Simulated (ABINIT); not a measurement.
# Converging GW for SiO2 (P6_322) in ABINIT

Aim: raise bands and screening cutoff together for SiO2 (P6_322) and follow gap and time.

Program: ABINIT 10.8.3. Level of theory: LDA and many-body steps on it, plane waves. Results are calculated unless marked as measured.

Most raw output is cut from this account.

**1. The starting structure**

The structure is hexagonal, space group P6_322 (No. 182). The conventional cell has a = 5.069 Å, b = 5.069 Å, c = 8.558 Å, α = 90.00°, β = 90.00°, γ = 120.00°. Si has 4 O at 1.60 to 1.61 Å nearest. O has 2 Si at 1.61 Å nearest. O has 2 Si at 1.60 Å nearest. Farther neighbours and most contacts between anions are not listed.

The cell and positions are those that the Materials Project relaxed with its own functionals (PBE, PBE+U or r2SCAN), kept fixed.

**2. Empty states on the mesh, 3×3×1 mesh, 783 bands**

This step: ABINIT 10.8.3; DFT, LDA, plane waves, norm-conserving pseudopotentials.

The sums over transitions need many empty states on a uniform mesh; this step solves for them.

Input file run.abi:

```
acell 3*1.0 Angstrom
rprim 
  5.069073888499 -0.000000000025 0.000000000000
  -2.534536944228 4.389946761113 0.000000000000
  0.000000000000 0.000000000000 8.558488540000
ntypat 2
znucl 14 8
natom 12
typat 1 1 1 1 2 2 2 2 2 2 2 2
xred 
  0.666666666667 0.333333333333 0.937125800000
  0.666666666667 0.333333333333 0.562874200000
  0.333333333333 0.666666666667 0.062874200000
  0.333333333333 0.666666666667 0.437125800000
  0.000000000000 0.421258740000 0.000000000000
  0.421258740000 0.421258740000 0.500000000000
  0.578741260000 0.000000000000 0.500000000000
  0.578741260000 0.578741260000 0.000000000000
  0.000000000000 0.578741260000 0.500000000000
  0.666666666667 0.333333333333 0.750000000000
  0.333333333333 0.666666666667 0.250000000000
  0.421258740000 0.000000000000 0.000000000000
pp_dirpath "pseudos"
pseudos "Si.upf, O.upf"
ecut 36
ngkpt 3 3 1
nshiftk 1
shiftk 0 0 0
kptopt 1
chksymbreak 0
iscf -2
irdden 1
istwfk *1
nband 783
nbdbuf 70
tolwfr 1e-09
nstep 60
prtvol 0
indata_prefix "in"
outdata_prefix "out"
tmpdata_prefix "tmp"
```

Started as:

```bash
> OMP_NUM_THREADS=1 mpirun -n 3 abinit run.abi > log
```

Elapsed: 21 min, on 3 MPI ranks of Arm Neoverse V1, shared host; peak memory 1.1 GiB.

This step gave:

```yaml
gap: 5.470 eV
k_of_the_valence_top: 0.3333, 0, 0
k_of_the_conduction_bottom: 0, 0, 0
least_direct_gap: 5.472 eV
k_points_computed: 3
lowest_point_of_the_top_converged_band_above_the_valence_top: 131.1091 eV
```

On this mesh the gap is 5.470 eV.

The density comes from a self-consistent run that is not shown.

**3. Screening, 3×3×1 mesh, 167 bands, screening to 68.6 eV**

The RPA dielectric matrix is built and inverted for each q.

This step: RPA screening on LDA, plane waves, norm-conserving pseudopotentials.

Edit run.abi of step 2 so:

```diff
@@ -30,10 +30,11 @@
 chksymbreak 0
-iscf -2
-irdden 1
 istwfk *1
-nband 783
-nbdbuf 70
-tolwfr 1e-09
-nstep 60
-prtvol 0
+occopt 1
+irdwfk 1
+optdriver 3
+nband 167
+ecuteps 2.52
+inclvkb 2
+awtr 1
+symchi 1
 indata_prefix "in"
```

Started as:

```bash
> OMP_NUM_THREADS=1 mpirun -n 4 abinit run.abi > log
```

It took 77 s on 4 MPI ranks; peak memory 1.8 GiB.

This step gave:

- ε∞ with local fields, on this mesh, along the program's q direction: 2.092
- the same without local fields: 2.244
- plasma frequency: 21.53 eV
- plane waves in the screening matrix: 245

Local fields lower ε∞ by 7 %. On a Γ-centred mesh this coarse the value itself is usually too large, while a short band sum pulls it down.

**4. 167 bands, 68.6 eV**

The self-energy is evaluated for the states that the input lists, and the levels follow from it, in one-shot runs by the linearised quasiparticle equation.

This step: G0W0 on LDA, plane waves, norm-conserving pseudopotentials.

Edit run.abi of step 3 so:

```diff
@@ -33,8 +33,17 @@
 irdwfk 1
-optdriver 3
+optdriver 4
 nband 167
+gwcalctyp 0
+ecutsigx 36
+symsigma 1
+nkptgw 2
+kptgw 
+  0.3333333333 0.0000000000 0.0000000000
+  0.0000000000 0.0000000000 0.0000000000
+bdgw 
+  31 34
+  31 34
 ecuteps 2.52
-inclvkb 2
-awtr 1
-symchi 1
+irdscr 1
+ppmodel 1
 indata_prefix "in"
```

Wall time 9.6 s (4 MPI ranks); peak memory 0.99 GiB.

Numbers from this step:

```yaml
g0w0_gap_on_the_points_computed: 8.41 eV
starting_gap_on_the_mesh: 5.470 eV
k_of_the_valence_top: 0.3333, 0, 0
k_of_the_conduction_bottom: 0, 0, 0
z_at_the_valence_top: 0.823
z_at_the_conduction_bottom: 0.887
least_direct_g0w0_gap_on_the_computed_points: 8.415 eV
```

The gap on the mesh goes from 5.47 eV to 8.41 eV, a correction of +2.94 eV.

**5. Screening, 3×3×1 mesh, 237 bands, screening to 90.6 eV**

This step: RPA screening on LDA, plane waves, norm-conserving pseudopotentials.

Edit run.abi of step 4 so:

```diff
@@ -33,17 +33,8 @@
 irdwfk 1
-optdriver 4
-nband 167
-gwcalctyp 0
-ecutsigx 36
-symsigma 1
-nkptgw 2
-kptgw 
-  0.3333333333 0.0000000000 0.0000000000
-  0.0000000000 0.0000000000 0.0000000000
-bdgw 
-  31 34
-  31 34
-ecuteps 2.52
-irdscr 1
-ppmodel 1
+optdriver 3
+nband 237
+ecuteps 3.33
+inclvkb 2
+awtr 1
+symchi 1
 indata_prefix "in"
```

Elapsed: 2 min, on 4 MPI ranks; peak memory 2 GiB; 8.1 min of CPU time.

This step gave:

```
ε∞ with local fields, on this mesh, along the program's q direction : 2.091
the same without local fields                                       : 2.255
plasma frequency                                                    : 21.53 eV
plane waves in the screening matrix                                 : 373
```

**6. 237 bands, 90.6 eV**

This step: G0W0 on LDA, plane waves, norm-conserving pseudopotentials.

Edit run.abi of step 5 so:

```diff
@@ -33,8 +33,17 @@
 irdwfk 1
-optdriver 3
+optdriver 4
 nband 237
+gwcalctyp 0
+ecutsigx 36
+symsigma 1
+nkptgw 2
+kptgw 
+  0.3333333333 0.0000000000 0.0000000000
+  0.0000000000 0.0000000000 0.0000000000
+bdgw 
+  31 34
+  31 34
 ecuteps 3.33
-inclvkb 2
-awtr 1
-symchi 1
+irdscr 1
+ppmodel 1
 indata_prefix "in"
```

Elapsed: 19 s, on 4 MPI ranks; peak memory 1.3 GiB; 77 s of CPU time.

Numbers from this step:

- G0W0 gap on the points computed: 8.428 eV
- starting gap on the mesh: 5.470 eV
- k of the valence top: 0.3333, 0, 0
- k of the conduction bottom: 0, 0, 0
- Z at the valence top: 0.819
- Z at the conduction bottom: 0.885
- least direct G0W0 gap on the computed points: 8.433 eV

Against G0W0 in ABINIT (3×3×1 mesh, 167 bands, screening to 68.6 eV, Godby-Needs plasmon pole), the gap moves by +0.018 eV.

**7. Screening, 3×3×1 mesh, 348 bands, screening to 120.8 eV**

This step: RPA screening on LDA, plane waves, norm-conserving pseudopotentials.

Edit run.abi of step 6 so:

```diff
@@ -33,17 +33,8 @@
 irdwfk 1
-optdriver 4
-nband 237
-gwcalctyp 0
-ecutsigx 36
-symsigma 1
-nkptgw 2
-kptgw 
-  0.3333333333 0.0000000000 0.0000000000
-  0.0000000000 0.0000000000 0.0000000000
-bdgw 
-  31 34
-  31 34
-ecuteps 3.33
-irdscr 1
-ppmodel 1
+optdriver 3
+nband 348
+ecuteps 4.44
+inclvkb 2
+awtr 1
+symchi 1
 indata_prefix "in"
```

It took 3.5 min on 4 MPI ranks; peak memory 2.6 GiB.

Numbers from this step:

```
ε∞ with local fields, on this mesh, along the program's q direction : 2.077
the same without local fields                                       : 2.261
plasma frequency                                                    : 21.53 eV
plane waves in the screening matrix                                 : 573
```

**8. 348 bands, 120.8 eV**

This step: G0W0 on LDA, plane waves, norm-conserving pseudopotentials.

Edit run.abi of step 7 so:

```diff
@@ -33,8 +33,17 @@
 irdwfk 1
-optdriver 3
+optdriver 4
 nband 348
+gwcalctyp 0
+ecutsigx 36
+symsigma 1
+nkptgw 2
+kptgw 
+  0.3333333333 0.0000000000 0.0000000000
+  0.0000000000 0.0000000000 0.0000000000
+bdgw 
+  31 34
+  31 34
 ecuteps 4.44
-inclvkb 2
-awtr 1
-symchi 1
+irdscr 1
+ppmodel 1
 indata_prefix "in"
```

Wall time 54 s (4 MPI ranks); peak memory 1.9 GiB; 3.6 min of CPU time.

This step gave:

| Quantity | Value |
| --- | --- |
| G0W0 gap on the points computed | 8.521 eV |
| starting gap on the mesh | 5.470 eV |
| k of the valence top | 0.3333, 0, 0 |
| k of the conduction bottom | 0, 0, 0 |
| least direct G0W0 gap on the computed points | 8.526 eV |

Against G0W0 in ABINIT (3×3×1 mesh, 237 bands, screening to 90.6 eV, Godby-Needs plasmon pole), the gap moves by +0.093 eV.

**9. Screening, 3×3×1 mesh, 501 bands, screening to 157 eV**

This step: RPA screening on LDA, plane waves, norm-conserving pseudopotentials.

Edit run.abi of step 8 so:

```diff
@@ -33,17 +33,8 @@
 irdwfk 1
-optdriver 4
-nband 348
-gwcalctyp 0
-ecutsigx 36
-symsigma 1
-nkptgw 2
-kptgw 
-  0.3333333333 0.0000000000 0.0000000000
-  0.0000000000 0.0000000000 0.0000000000
-bdgw 
-  31 34
-  31 34
-ecuteps 4.44
-irdscr 1
-ppmodel 1
+optdriver 3
+nband 501
+ecuteps 5.77
+inclvkb 2
+awtr 1
+symchi 1
 indata_prefix "in"
```

Elapsed: 5.8 min, on 4 MPI ranks; peak memory 3.2 GiB; 23 min of CPU time.

This step gave:

```
ε∞ with local fields, on this mesh, along the program's q direction : 2.072
the same without local fields                                       : 2.264
plasma frequency                                                    : 21.53 eV
plane waves in the screening matrix                                 : 869
```

**10. 501 bands, 157 eV**

This step: G0W0 on LDA, plane waves, norm-conserving pseudopotentials.

Edit run.abi of step 9 so:

```diff
@@ -33,8 +33,17 @@
 irdwfk 1
-optdriver 3
+optdriver 4
 nband 501
+gwcalctyp 0
+ecutsigx 36
+symsigma 1
+nkptgw 2
+kptgw 
+  0.3333333333 0.0000000000 0.0000000000
+  0.0000000000 0.0000000000 0.0000000000
+bdgw 
+  31 34
+  31 34
 ecuteps 5.77
-inclvkb 2
-awtr 1
-symchi 1
+irdscr 1
+ppmodel 1
 indata_prefix "in"
```

Run time: 2.7 min. Hardware: 4 MPI ranks; peak memory 2.9 GiB; 11 min of CPU time.

This step gave:

- G0W0 gap on the points computed: 8.616 eV
- starting gap on the mesh: 5.470 eV
- k of the valence top: 0.3333, 0, 0
- k of the conduction bottom: 0, 0, 0
- least direct G0W0 gap on the computed points: 8.620 eV

Against G0W0 in ABINIT (3×3×1 mesh, 348 bands, screening to 120.8 eV, Godby-Needs plasmon pole), the gap moves by +0.095 eV.

**11. Screening, 3×3×1 mesh, 713 bands, screening to 201.4 eV**

This step: RPA screening on LDA, plane waves, norm-conserving pseudopotentials.

Edit run.abi of step 10 so:

```diff
@@ -33,17 +33,8 @@
 irdwfk 1
-optdriver 4
-nband 501
-gwcalctyp 0
-ecutsigx 36
-symsigma 1
-nkptgw 2
-kptgw 
-  0.3333333333 0.0000000000 0.0000000000
-  0.0000000000 0.0000000000 0.0000000000
-bdgw 
-  31 34
-  31 34
-ecuteps 5.77
-irdscr 1
-ppmodel 1
+optdriver 3
+nband 713
+ecuteps 7.4
+inclvkb 2
+awtr 1
+symchi 1
 indata_prefix "in"
```

The job ended after 11 min (4 MPI ranks; peak memory 4.7 GiB; 45 min of CPU time).

This step gave:

| Property | Result |
| --- | --- |
| ε∞ with local fields, on this mesh, along the program's q direction | 2.071 |
| the same without local fields | 2.265 |
| plasma frequency | 21.53 eV |
| plane waves in the screening matrix | 1237 |

**12. 713 bands, 201.4 eV**

This step: G0W0 on LDA, plane waves, norm-conserving pseudopotentials.

Edit run.abi of step 11 so:

```diff
@@ -33,8 +33,17 @@
 irdwfk 1
-optdriver 3
+optdriver 4
 nband 713
+gwcalctyp 0
+ecutsigx 36
+symsigma 1
+nkptgw 2
+kptgw 
+  0.3333333333 0.0000000000 0.0000000000
+  0.0000000000 0.0000000000 0.0000000000
+bdgw 
+  31 34
+  31 34
 ecuteps 7.4
-inclvkb 2
-awtr 1
-symchi 1
+irdscr 1
+ppmodel 1
 indata_prefix "in"
```

Elapsed: 7.5 min, on 4 MPI ranks; peak memory 4.9 GiB.

Numbers from this step:

```yaml
g0w0_gap_on_the_points_computed: 8.698 eV
starting_gap_on_the_mesh: 5.470 eV
k_of_the_valence_top: 0.3333, 0, 0
k_of_the_conduction_bottom: 0, 0, 0
least_direct_g0w0_gap_on_the_computed_points: 8.702 eV
```

Against G0W0 in ABINIT (3×3×1 mesh, 501 bands, screening to 157 eV, Godby-Needs plasmon pole), the gap moves by +0.082 eV.

**13. Side by side**

Times are wall times on 4 MPI ranks of Arm Neoverse V1, shared host, good to a factor of about two. A run's time includes the screening step that it read.

```csv
run,mesh,bands,screening cutoff (eV),DFT gap (eV),gap on the mesh (eV),direct (eV),ε∞ used,time
"167 bands, 68.6 eV",3×3×1,167,68.6,5.470,8.410,8.415,2.09,87 s
"237 bands, 90.6 eV",3×3×1,237,90.6,5.470,8.428,8.433,2.09,2.3 min
"348 bands, 120.8 eV",3×3×1,348,120.8,5.470,8.521,8.526,2.08,4.4 min
"501 bands, 157 eV",3×3×1,501,157,5.470,8.616,8.620,2.07,8.5 min
"713 bands, 201.4 eV",3×3×1,713,201.4,5.470,8.698,8.702,2.07,19 min
```

**14. Summary of results**

| Item | Value |
| --- | --- |
| 167 bands, 68.6 eV | 8.410 eV |
| 237 bands, 90.6 eV | 8.428 eV |
| 348 bands, 120.8 eV | 8.521 eV |
| 501 bands, 157 eV | 8.616 eV |
| 713 bands, 201.4 eV | 8.698 eV |
| known limits | not at the basis limit; coarse k mesh |

In words: From the first rung to the last the gap moves by +0.29 eV for 13 times the time. In the G0W0 runs levels were corrected at 2 k points alone, so a gap called «on the mesh» is the least over those, and an edge elsewhere would be missed. A denser mesh or path gives a starting gap of 5.42 eV: the GW mesh misses a band edge, so its gaps are not the fundamental one. The 3×3×1 mesh is coarse for this cell, which bears on the long-range parts of exchange and screening.

[Paths, hosts, dates, memory and timing lines, banners, echoed tables and standing remarks are left out of the program output.]

[Logs are printed without paths, hosts, clocks, repeated set-up lines and the standing remarks that a program may print on its own settings, such as how far it seeks lower states.]

[Runs of the session that timed out or met a known fault of the program may be left out.]

[Hosts, paths, dates, database ids (printed as entryN), source tags and the programs' standing remarks are cut or masked in the printed files.]

[G0W0 gaps are taken among the corrected bands and points alone; a level outside them can change the order at an edge.]

[Where Ansatz stands beside ABINIT at settings called matched, ABINIT's density can come from a denser mesh and the files from another edition; pairs whose starting gaps differed by over 0.03 eV were left out, so agreement reads better than it is.]
